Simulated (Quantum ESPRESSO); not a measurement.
## E(M) of FeGe

Aim: the energy of FeGe as a function of the total spin moment of its primitive cell.

Calculated with Quantum ESPRESSO 7.5; PBE; plane waves with GBRV 1.5 PBE potentials, no spin-orbit coupling.

## 1. Set-up

It takes space group P2_13 (No. 198, cubic). Conventional cell: a = 4.700 Å, b = 4.700 Å, c = 4.700 Å, α = 90.00°, β = 90.00°, γ = 90.00°. Nearest to Fe lie 7 Ge at 2.39 to 2.65 Å. Nearest to Ge lie 7 Fe at 2.39 to 2.65 Å. Farther neighbours are not listed.

The lattice constants were typed from memory of published values and not checked against a source.

## 2. The free run

The input, pw.in:

```
&CONTROL
  calculation = 'scf'
  prefix = 'pwscf'
  outdir = './tmp'
  pseudo_dir = './pseudo'
  disk_io = 'nowf'
/
&SYSTEM
  ibrav = 0
  celldm(1) = 8
  nat = 8
  ntyp = 2
  ecutwfc = 40
  ecutrho = 280
  nbnd = 80
  occupations = 'smearing'
  smearing = 'fd'
  degauss = 0.00367493
  nspin = 2
  starting_magnetization(1) = 0.175
  starting_magnetization(2) = 0
/
&ELECTRONS
  conv_thr = 1.6d-08
  electron_maxstep = 150
  mixing_beta = 0.3
/
ATOMIC_SPECIES
Fe     55.8450 fe_pbe_v1.5.uspp.F.UPF
Ge     72.6300 ge_pbe_v1.4.uspp.F.UPF
CELL_PARAMETERS alat
   1.1102140982176    0.0000000000000    0.0000000000000
   0.0000000000000    1.1102140982176    0.0000000000000
   0.0000000000000    0.0000000000000    1.1102140982176
ATOMIC_POSITIONS crystal
Fe      0.1350000000    0.1350000000    0.1350000000
Fe      0.6350000000    0.3650000000    0.8650000000
Fe      0.8650000000    0.6350000000    0.3650000000
Fe      0.3650000000    0.8650000000    0.6350000000
Ge      0.8420000000    0.8420000000    0.8420000000
Ge      0.3420000000    0.6580000000    0.1580000000
Ge      0.1580000000    0.3420000000    0.6580000000
Ge      0.6580000000    0.1580000000    0.3420000000
K_POINTS automatic
8 8 8 0 0 0
```

Started as:

```sh
$ OMP_NUM_THREADS=1 mpirun -n 4 pw.x -nk 4 -in pw.in > pw.out
```

Planned after this: moment fixed at 0 μB; moment fixed at 0.625 μB; moment fixed at 1.251 μB; the curve.

What does the calculation give for the energy at zero total moment?

At zero total moment the site moments vanish, so the 292 meV a cell is the energy of forming them. The points show one minimum alone. All runs start parallel; opposed orders may lie lower.

```
moment of the free run                              : 4.48 μB a cell
energy at zero total moment                         : 292 meV a cell over the lowest
ΔE/ΔM² from the lowest point to 5.00 and to 3.75 μB : 51 and 83 meV/μB²
```

[Logs and program files are shortened in this print: banners, set-up blocks, solver, clock and traceback lines can be left out without a mark of their own.]

[Logs are printed without paths, hosts, clocks, repeated set-up lines and the standing remarks that a program may print on its own settings, such as how far it seeks lower states.]

[Hosts, paths, dates, database ids (printed as entryN), source tags and the programs' standing remarks are cut or masked in the printed files.]

[Where a cell is said to come from a database of computed structures, the database is the Materials Project.]
